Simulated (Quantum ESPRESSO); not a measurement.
# The states of the two spins in TiSe2

Where do the states of the two spins of TiSe2 lie?

Calculated with Quantum ESPRESSO 7.5; LDA; plane waves with GBRV 1.5 LDA potentials, no spin-orbit coupling.

### Step 1. Starting point

The structure is trigonal, space group P-3m1 (No. 164). The conventional cell has a = 3.536 Å, b = 3.536 Å, c = 6.004 Å, α = 90.00°, β = 90.00°, γ = 120.00°. Nearest to Ti lie 6 Se at 2.55 Å. Nearest to Se lie 3 Ti at 2.55 Å. Farther neighbours and most contacts between anions are not listed.

Structure file:

```cif
data_structure
_symmetry_space_group_name_H-M 'P-3m1'
_symmetry_Int_Tables_number 164
_cell_length_a 3.5360
_cell_length_b 3.5360
_cell_length_c 6.0040
_cell_angle_alpha 90.000
_cell_angle_beta 90.000
_cell_angle_gamma 120.000
_cell_volume 65.01
loop_
_atom_site_label
_atom_site_type_symbol
_atom_site_symmetry_multiplicity
_atom_site_Wyckoff_symbol
_atom_site_fract_x
_atom_site_fract_y
_atom_site_fract_z
_atom_site_occupancy
Ti1 Ti 1 a 0.00000 0.00000 0.00000 1
Se1 Se 2 d 0.33333 0.66667 0.25520 1
```

The cell comes from the Crystallography Open Database.

### Step 2. Ground-state run

This state came out lowest in a comparison of starts that is told elsewhere.

Contents of pw.in:

```
&CONTROL
  calculation = 'scf'
  prefix = 'pwscf'
  outdir = './tmp'
  pseudo_dir = './pseudo'
  disk_io = 'low'
/
&SYSTEM
  ibrav = 0
  celldm(1) = 8
  nat = 6
  ntyp = 3
  ecutwfc = 40
  ecutrho = 280
  nbnd = 38
  occupations = 'smearing'
  smearing = 'fd'
  degauss = 0.00367493
  nspin = 2
  starting_magnetization(1) = 0.0833
  starting_magnetization(2) = -0.0833
  starting_magnetization(3) = 0
/
&ELECTRONS
  conv_thr = 1.2d-08
  electron_maxstep = 150
  mixing_beta = 0.3
/
ATOMIC_SPECIES
Ti1    47.8670 ti_lda_v1.4.uspp.F.UPF
Ti2    47.8670 ti_lda_v1.4.uspp.F.UPF
Se     78.9710 se_lda_v1.uspp.F.UPF
CELL_PARAMETERS alat
   0.8352589470846    0.0000000000000    0.0000000000000
  -0.4176294735423    0.7233554669178    0.0000000000000
   0.0000000000000    0.0000000000000    2.8364789130633
ATOMIC_POSITIONS crystal
Ti1     0.0000000000    0.0000000000    0.0000000000
Ti2     0.0000000000    0.0000000000    0.5000000000
Se      0.3333333333    0.6666666667    0.1276000000
Se      0.3333333333    0.6666666667    0.6276000000
Se      0.6666666667    0.3333333333    0.3724000000
Se      0.6666666667    0.3333333333    0.8724000000
K_POINTS automatic
6 6 3 0 0 0
```

The run is started by

```
OMP_NUM_THREADS=1 mpirun -n 4 pw.x -nk 4 -in pw.in > pw.out
```

Log:

```text
Program PWSCF v.7.5 starts

     Message from routine setup:
     using ibrav=0 with symmetry is DISCOURAGED, use correct ibrav instead

     K-points division:     npool     =       4
     Subspace diagonalization in iterative solution of the eigenvalue problem:

     bravais-lattice index     =            0
     lattice parameter (alat)  =       8.0000  a.u.
     unit-cell volume          =     877.4501 (a.u.)^3
     number of atoms/cell      =            6
     number of atomic types    =            3
     number of electrons       =        48.00
     number of Kohn-Sham states=           38
     kinetic-energy cutoff     =      40.0000  Ry
     charge density cutoff     =     280.0000  Ry
     scf convergence threshold =      1.2E-08
     mixing beta               =       0.3000
     number of iterations used =            8  plain     mixing
     Exchange-correlation= SLA  PZ   NOGX NOGC
                           (   1   1   0   0   0   0   0)

     celldm(1)=   8.000000  celldm(2)=   0.000000  celldm(3)=   0.000000
     celldm(4)=   0.000000  celldm(5)=   0.000000  celldm(6)=   0.000000

     crystal axes: (cart. coord. in units of alat)
               a(1) = (   0.835259   0.000000   0.000000 )
               a(2) = (  -0.417629   0.723355   0.000000 )
               a(3) = (   0.000000   0.000000   2.836479 )

     reciprocal axes: (cart. coord. in units 2 pi/alat)
               b(1) = (  1.197234  0.691223 -0.000000 )
               b(2) = (  0.000000  1.382446  0.000000 )
               b(3) = (  0.000000 -0.000000  0.352550 )

     PseudoPot. # 1 for Ti read from file:
     ti_lda_v1.4.uspp.F.UPF
     Pseudo is Ultrasoft + core correction, Zval = 12.0

     PseudoPot. # 2 for Ti read from file:
     ti_lda_v1.4.uspp.F.UPF
     Pseudo is Ultrasoft + core correction, Zval = 12.0

     PseudoPot. # 3 for Se read from file:
     se_lda_v1.uspp.F.UPF
     Pseudo is Ultrasoft + core correction, Zval =  6.0

     atomic species   valence    mass     pseudopotential
     Ti1              12.00    47.86700     Ti( 1.00)
     Ti2              12.00    47.86700     Ti( 1.00)
     Se                6.00    78.97100     Se( 1.00)

     Starting magnetic structure
     atomic species   magnetization
     Ti1             0.083
     Ti2            -0.083
     Se              0.000

     12 Sym. Ops., with inversion, found

   Cartesian axes

     site n.     atom                  positions (alat units)
         1        Ti1    tau(   1) = (   0.0000000   0.0000000   0.0000000  )
         2        Ti2    tau(   2) = (   0.0000000   0.0000000   1.4182395  )
         3        Se     tau(   3) = (  -0.0000000   0.4822370   0.3619347  )
         4        Se     tau(   4) = (  -0.0000000   0.4822370   1.7801742  )
         5        Se     tau(   5) = (   0.4176295   0.2411185   1.0563047  )
         6        Se     tau(   6) = (   0.4176295   0.2411185   2.4745442  )

     number of k points=    17  Fermi-Dirac smearing, width (Ry)=  0.0037
                       cart. coord. in units 2pi/alat
        k(    1) = (   0.0000000   0.0000000   0.0000000), wk =   0.0092593
        k(    2) = (   0.0000000   0.0000000   0.1175166), wk =   0.0185185
        k(    3) = (   0.0000000   0.2304077   0.0000000), wk =   0.0555556
        k(    4) = (   0.0000000   0.2304077   0.1175166), wk =   0.0555556
        k(    5) = (   0.0000000   0.4608154   0.0000000), wk =   0.0555556
        [... 12 further k-points ...]

     Dense  grid:    69379 G-vectors     FFT dimensions: (  36,  36, 125)

     Smooth grid:    30109 G-vectors     FFT dimensions: (  27,  27,  96)

     Check: negative core charge=   -0.000002
     Generating pointlists ...
     new r_m :   0.2487 (alat units)  1.9897 (a.u.) for type    1
     new r_m :   0.2487 (alat units)  1.9897 (a.u.) for type    2
     new r_m :   0.2487 (alat units)  1.9897 (a.u.) for type    3

     Initial potential from superposition of free atoms

     starting charge      45.9997, renormalised to      48.0000

     negative rho (up, down):  1.102E-03 1.115E-03
     Starting wfcs are   36 randomized atomic wfcs +    2 random wfcs

     Self-consistent Calculation

     iteration #  1     ecut=    40.00 Ry     beta= 0.30
     Davidson diagonalization with overlap
     ethr =  1.00E-02,  avg # of iterations =  4.7

     negative rho (up, down):  9.723E-04 9.282E-04

     total energy              =    -411.58911481 Ry
     estimated scf accuracy    <       0.66819956 Ry

     total magnetization       =    -0.00 Bohr mag/cell
     absolute magnetization    =     0.96 Bohr mag/cell

     iteration #  2     ecut=    40.00 Ry     beta= 0.30
     Davidson diagonalization with overlap
     ethr =  1.39E-03,  avg # of iterations =  2.0

     negative rho (up, down):  1.020E-03 9.754E-04

     total energy              =    -411.65279448 Ry
     estimated scf accuracy    <       0.70617346 Ry

     total magnetization       =     0.00 Bohr mag/cell
     absolute magnetization    =     0.41 Bohr mag/cell

     [... further iterations left out ...]

     iteration # 12     ecut=    40.00 Ry     beta= 0.30
     Davidson diagonalization with overlap
     ethr =  2.37E-09,  avg # of iterations =  2.0

     negative rho (up, down):  7.533E-04 7.533E-04

     total energy              =    -411.73251760 Ry
     estimated scf accuracy    <       0.00000015 Ry

     total magnetization       =     0.00 Bohr mag/cell
     absolute magnetization    =     0.00 Bohr mag/cell

     iteration # 13     ecut=    40.00 Ry     beta= 0.30
     Davidson diagonalization with overlap
     ethr =  3.11E-10,  avg # of iterations =  3.9

     negative rho (up, down):  7.532E-04 7.531E-04

     Magnetic moment per site  (integrated on atomic sphere of radius R)
     atom   1 (R=0.249)  charge=  9.8791  magn=  0.0003
     atom   2 (R=0.249)  charge=  9.8787  magn= -0.0003
     atom   3 (R=0.249)  charge=  3.8877  magn= -0.0000
     atom   4 (R=0.249)  charge=  3.8875  magn=  0.0000
     atom   5 (R=0.249)  charge=  3.8875  magn=  0.0000
     atom   6 (R=0.249)  charge=  3.8877  magn= -0.0000

     End of self-consistent calculation

     [... lines left out ...]
     the Fermi energy is     7.5613 ev

!    total energy              =    -411.73251771 Ry
     estimated scf accuracy    <          9.9E-09 Ry
     smearing contrib. (-TS)   =      -0.00150020 Ry
     internal energy E=F+TS    =    -411.73101752 Ry

     The total energy is F=E-TS. E is the sum of the following terms:
     one-electron contribution =    -156.33070412 Ry
     hartree contribution      =      94.53898354 Ry
     xc contribution           =    -152.89783773 Ry
     ewald contribution        =    -197.04145920 Ry

     total magnetization       =     0.00 Bohr mag/cell
     absolute magnetization    =     0.00 Bohr mag/cell

     convergence has been achieved in  13 iterations

=------------------------------------------------------------------------------=
   JOB DONE.
=------------------------------------------------------------------------------=
```

It took 42 s on 4 MPI ranks of Arm Neoverse V1, shared host; peak memory 0.64 GiB; 2.8 min of CPU time.

Spin moment in the atom's sphere by atom:

| atom | spin moment in the atom's sphere (μB) |
| --- | --- |
| Ti1 | 0.0003 |
| Ti2 | -0.0003 |
| Se3 | 0.0000 |
| Se4 | 0.0000 |
| Se5 | 0.0000 |
| Se6 | 0.0000 |

Read from the output:

* smearing term TS: 0.02041 eV
* magnetization: 0 μB
* absolute magnetization: 0 μB
* final state: non-magnetic

### Step 3. Projected density of states

Contents of projwfc.in:

```
&PROJWFC
  prefix = 'pwscf'
  outdir = './tmp'
  filpdos = 'pdos'
  ngauss = 0
  degauss = 0.01
  DeltaE = 0.05
  Emin = -1.44
  Emax = 12.56
/
```

The run is started by

```
OMP_NUM_THREADS=1 mpirun -n 4 projwfc.x -nk 4 -in projwfc.in > projwfc.out
```

Log:

```text
[banner, memory and clock lines left out]
Program PROJWFC v.7.5 starts

     [... lines left out ...]
     IMPORTANT: XC functional enforced from input :
     Exchange-correlation= PZ
                           (   1   1   0   0   0   0   0)
     Any further DFT definition will be discarded
     Please, verify this is what you really want

     G-vector sticks info

     Check: negative core charge=   -0.000002

     negative rho (up, down):  7.532E-04 7.531E-04

     Gaussian broadening (read from input): ngauss,degauss=   0    0.010000

     Calling projwave ....

  Problem Sizes
  natomwfc =           36
  nbnd     =           38
  nkstot   =           34
  npwx     =         3774
  nkb      =          108

     Atomic states used for projection
     (read from pseudopotential files):

     state #   1: atom   1 (Ti1), wfc  1 (l=0 m= 1)
     state #   2: atom   1 (Ti1), wfc  2 (l=1 m= 1)
     state #   3: atom   1 (Ti1), wfc  2 (l=1 m= 2)
     state #   4: atom   1 (Ti1), wfc  2 (l=1 m= 3)
     state #   5: atom   1 (Ti1), wfc  3 (l=0 m= 1)
     state #   6: atom   1 (Ti1), wfc  4 (l=2 m= 1)
     state #   7: atom   1 (Ti1), wfc  4 (l=2 m= 2)
     state #   8: atom   1 (Ti1), wfc  4 (l=2 m= 3)
     state #   9: atom   1 (Ti1), wfc  4 (l=2 m= 4)
     state #  10: atom   1 (Ti1), wfc  4 (l=2 m= 5)
     state #  11: atom   2 (Ti2), wfc  1 (l=0 m= 1)
     state #  12: atom   2 (Ti2), wfc  2 (l=1 m= 1)
     state #  13: atom   2 (Ti2), wfc  2 (l=1 m= 2)
     state #  14: atom   2 (Ti2), wfc  2 (l=1 m= 3)
     state #  15: atom   2 (Ti2), wfc  3 (l=0 m= 1)
     state #  16: atom   2 (Ti2), wfc  4 (l=2 m= 1)
     state #  17: atom   2 (Ti2), wfc  4 (l=2 m= 2)
     state #  18: atom   2 (Ti2), wfc  4 (l=2 m= 3)
     state #  19: atom   2 (Ti2), wfc  4 (l=2 m= 4)
     state #  20: atom   2 (Ti2), wfc  4 (l=2 m= 5)
     state #  21: atom   3 (Se ), wfc  1 (l=0 m= 1)
     state #  22: atom   3 (Se ), wfc  2 (l=1 m= 1)
     state #  23: atom   3 (Se ), wfc  2 (l=1 m= 2)
     state #  24: atom   3 (Se ), wfc  2 (l=1 m= 3)
     state #  25: atom   4 (Se ), wfc  1 (l=0 m= 1)
     state #  26: atom   4 (Se ), wfc  2 (l=1 m= 1)
     state #  27: atom   4 (Se ), wfc  2 (l=1 m= 2)
     state #  28: atom   4 (Se ), wfc  2 (l=1 m= 3)
     state #  29: atom   5 (Se ), wfc  1 (l=0 m= 1)
     state #  30: atom   5 (Se ), wfc  2 (l=1 m= 1)
     state #  31: atom   5 (Se ), wfc  2 (l=1 m= 2)
     state #  32: atom   5 (Se ), wfc  2 (l=1 m= 3)
     state #  33: atom   6 (Se ), wfc  1 (l=0 m= 1)
     state #  34: atom   6 (Se ), wfc  2 (l=1 m= 1)
     state #  35: atom   6 (Se ), wfc  2 (l=1 m= 2)
     state #  36: atom   6 (Se ), wfc  2 (l=1 m= 3)

 [... projections of the bands left out ...]

Lowdin Charges:

     Atom #   1: total charge =  10.9245, s =  2.5187, p =  5.9941, d =  2.4117,
                 spin up      =   5.4624, s =  1.2594,
                 spin up      =   5.4624, p =  2.9971, pz=  0.9995, px=  0.9988, py=  0.9988,
                 spin up      =   5.4624, d =  1.2060, dz2=  0.1645, dxz=  0.2965, dyz=  0.2965, dx2-y2=  0.2243, dxy=  0.2243,
                 spin down    =   5.4620, s =  1.2593,
                 spin down    =   5.4620, p =  2.9971, pz=  0.9995, px=  0.9988, py=  0.9988,
                 spin down    =   5.4620, d =  1.2056, dz2=  0.1644, dxz=  0.2964, dyz=  0.2964, dx2-y2=  0.2242, dxy=  0.2242,
                 polarization =   0.0004, s =  0.0000, p = -0.0000, d =  0.0004,
     Atom #   2: total charge =  10.9245, s =  2.5187, p =  5.9941, d =  2.4117,
                 spin up      =   5.4620, s =  1.2593,
                 spin up      =   5.4620, p =  2.9971, pz=  0.9995, px=  0.9988, py=  0.9988,
                 spin up      =   5.4620, d =  1.2057, dz2=  0.1644, dxz=  0.2964, dyz=  0.2964, dx2-y2=  0.2242, dxy=  0.2242,
                 spin down    =   5.4624, s =  1.2594,
                 spin down    =   5.4624, p =  2.9971, pz=  0.9995, px=  0.9988, py=  0.9988,
                 spin down    =   5.4624, d =  1.2060, dz2=  0.1645, dxz=  0.2965, dyz=  0.2965, dx2-y2=  0.2243, dxy=  0.2243,
                 polarization =  -0.0004, s = -0.0000, p =  0.0000, d = -0.0004,
     Atom #   3: total charge =   6.4373, s =  1.8920, p =  4.5453, d =  0.0000,
                 spin up      =   3.2186, s =  0.9460,
                 spin up      =   3.2186, p =  2.2726, pz=  0.7751, px=  0.7488, py=  0.7488,
                 spin up      =   3.2186, d =  0.0000, dz2=  0.0000, dxz=  0.0000, dyz=  0.0000, dx2-y2=  0.0000, dxy=  0.0000,
                 spin down    =   3.2187, s =  0.9460,
                 spin down    =   3.2187, p =  2.2727, pz=  0.7751, px=  0.7488, py=  0.7488,
                 spin down    =   3.2187, d =  0.0000, dz2=  0.0000, dxz=  0.0000, dyz=  0.0000, dx2-y2=  0.0000, dxy=  0.0000,
                 polarization =  -0.0001, s = -0.0000, p = -0.0001, d =  0.0000,
     Atom #   4: total charge =   6.4373, s =  1.8920, p =  4.5453, d =  0.0000,
                 spin up      =   3.2187, s =  0.9460,
                 spin up      =   3.2187, p =  2.2727, pz=  0.7751, px=  0.7488, py=  0.7488,
                 spin up      =   3.2187, d =  0.0000, dz2=  0.0000, dxz=  0.0000, dyz=  0.0000, dx2-y2=  0.0000, dxy=  0.0000,
                 spin down    =   3.2186, s =  0.9460,
                 spin down    =   3.2186, p =  2.2726, pz=  0.7751, px=  0.7488, py=  0.7488,
                 spin down    =   3.2186, d =  0.0000, dz2=  0.0000, dxz=  0.0000, dyz=  0.0000, dx2-y2=  0.0000, dxy=  0.0000,
                 polarization =   0.0001, s =  0.0000, p =  0.0001, d =  0.0000,
     Atom #   5: total charge =   6.4373, s =  1.8920, p =  4.5453, d =  0.0000,
                 spin up      =   3.2187, s =  0.9460,
                 spin up      =   3.2187, p =  2.2727, pz=  0.7751, px=  0.7488, py=  0.7488,
                 spin up      =   3.2187, d =  0.0000, dz2=  0.0000, dxz=  0.0000, dyz=  0.0000, dx2-y2=  0.0000, dxy=  0.0000,
                 spin down    =   3.2186, s =  0.9460,
                 spin down    =   3.2186, p =  2.2726, pz=  0.7751, px=  0.7488, py=  0.7488,
                 spin down    =   3.2186, d =  0.0000, dz2=  0.0000, dxz=  0.0000, dyz=  0.0000, dx2-y2=  0.0000, dxy=  0.0000,
                 polarization =   0.0001, s =  0.0000, p =  0.0001, d =  0.0000,
     Atom #   6: total charge =   6.4373, s =  1.8920, p =  4.5453, d =  0.0000,
                 spin up      =   3.2186, s =  0.9460,
                 spin up      =   3.2186, p =  2.2726, pz=  0.7751, px=  0.7488, py=  0.7488,
                 spin up      =   3.2186, d =  0.0000, dz2=  0.0000, dxz=  0.0000, dyz=  0.0000, dx2-y2=  0.0000, dxy=  0.0000,
                 spin down    =   3.2187, s =  0.9460,
                 spin down    =   3.2187, p =  2.2727, pz=  0.7751, px=  0.7488, py=  0.7488,
                 spin down    =   3.2187, d =  0.0000, dz2=  0.0000, dxz=  0.0000, dyz=  0.0000, dx2-y2=  0.0000, dxy=  0.0000,
                 polarization =  -0.0001, s = -0.0000, p = -0.0001, d =  0.0000,
     Spilling Parameter:   0.0084
```

It took 1.9 s on 4 MPI ranks; peak memory 0.11 GiB.

The density of states has structure finer than the step of the table below, so its rows give means over 0.5 eV, whole bins alone (the curve runs from -9.00 to 5.05 eV). Peaks (eV: height): up -2.75: 4.41, -2.20: 5.93, 1.40: 6.56, 2.75: 4.23; down -2.75: 4.41, -2.20: 5.93, 1.40: 6.56, 2.75: 4.23; Ti1 d up 0.55: 1.37, 1.40: 2.73, 2.75: 1.33, 3.45: 1.14; Ti1 d down 0.55: 1.37, 1.40: 2.73, 2.75: 1.33, 3.45: 1.14; Se3 p up -4.70: 0.579, -4.20: 0.853, -2.75: 0.806, -2.20: 0.937.

Gaussian broadening of 0.136 eV on the SCF mesh. Table of density of states by energy, zero at the Fermi level; means over each step; values in states/eV/cell:

| energy (eV) | up | down | Ti1 d up | Ti1 d down | Se3 p up | Se3 p down |
| --- | --- | --- | --- | --- | --- | --- |
| -6.0 | 0 | 0 | 0 | 0 | 0 | 0 |
| -5.5 | 0.105 | 0.105 | 0.00515 | 0.00514 | 0.0197 | 0.0197 |
| -5.0 | 0.899 | 0.899 | 0.0437 | 0.0437 | 0.171 | 0.171 |
| -4.5 | 2.60 | 2.60 | 0.127 | 0.127 | 0.517 | 0.517 |
| -4.0 | 2.85 | 2.85 | 0.154 | 0.154 | 0.578 | 0.578 |
| -3.5 | 1.34 | 1.34 | 0.0948 | 0.0948 | 0.245 | 0.245 |
| -3.0 | 2.72 | 2.72 | 0.273 | 0.273 | 0.506 | 0.506 |
| -2.5 | 4.13 | 4.13 | 0.537 | 0.537 | 0.727 | 0.727 |
| -2.0 | 4.08 | 4.08 | 0.566 | 0.566 | 0.694 | 0.694 |
| -1.5 | 2.19 | 2.19 | 0.171 | 0.171 | 0.434 | 0.434 |
| -1.0 | 1.84 | 1.84 | 0.112 | 0.112 | 0.391 | 0.391 |
| -0.5 | 0.882 | 0.882 | 0.129 | 0.129 | 0.150 | 0.150 |
| 0.0 | 1.04 | 1.04 | 0.346 | 0.345 | 0.0641 | 0.0641 |
| 0.5 | 2.53 | 2.53 | 0.961 | 0.961 | 0.114 | 0.114 |
| 1.0 | 2.14 | 2.14 | 0.834 | 0.834 | 0.0929 | 0.0929 |
| 1.5 | 5.71 | 5.71 | 2.37 | 2.37 | 0.200 | 0.200 |
| 2.0 | 0.951 | 0.951 | 0.376 | 0.377 | 0.0430 | 0.0431 |
| 2.5 | 1.65 | 1.65 | 0.527 | 0.527 | 0.117 | 0.117 |
| 3.0 | 2.68 | 2.68 | 0.807 | 0.807 | 0.222 | 0.222 |
| 3.5 | 3.24 | 3.24 | 0.934 | 0.934 | 0.299 | 0.300 |
| 4.0 | 0.423 | 0.423 | 0.129 | 0.129 | 0.0360 | 0.0361 |
| 4.5 | 2.1e-4 | 2.1e-4 | 5.0e-6 | 5.0e-6 | 0 | 0 |

### Step 4. Results

- state: non-magnetic
- largest moment in a sphere: 3.1e-4 μB

What this shows: Distinct peaks of the density of states (up) stand at -4.20, -2.75, -2.20, 1.40 and 2.75 eV; the one at 1.40 eV is strongest. These are Kohn–Sham states without spin–orbit coupling, on the mesh of the self-consistent run.

[Logs and program files are shortened in this print: banners, set-up blocks, solver, clock and traceback lines can be left out without a mark of their own.]

[Logs are printed without paths, hosts, clocks, repeated set-up lines and the standing remarks that a program may print on its own settings, such as how far it seeks lower states.]

[Hosts, paths, dates, database ids (printed as entryN), source tags and the programs' standing remarks are cut or masked in the printed files.]

[Where a cell is said to come from a database of computed structures, the database is the Materials Project.]
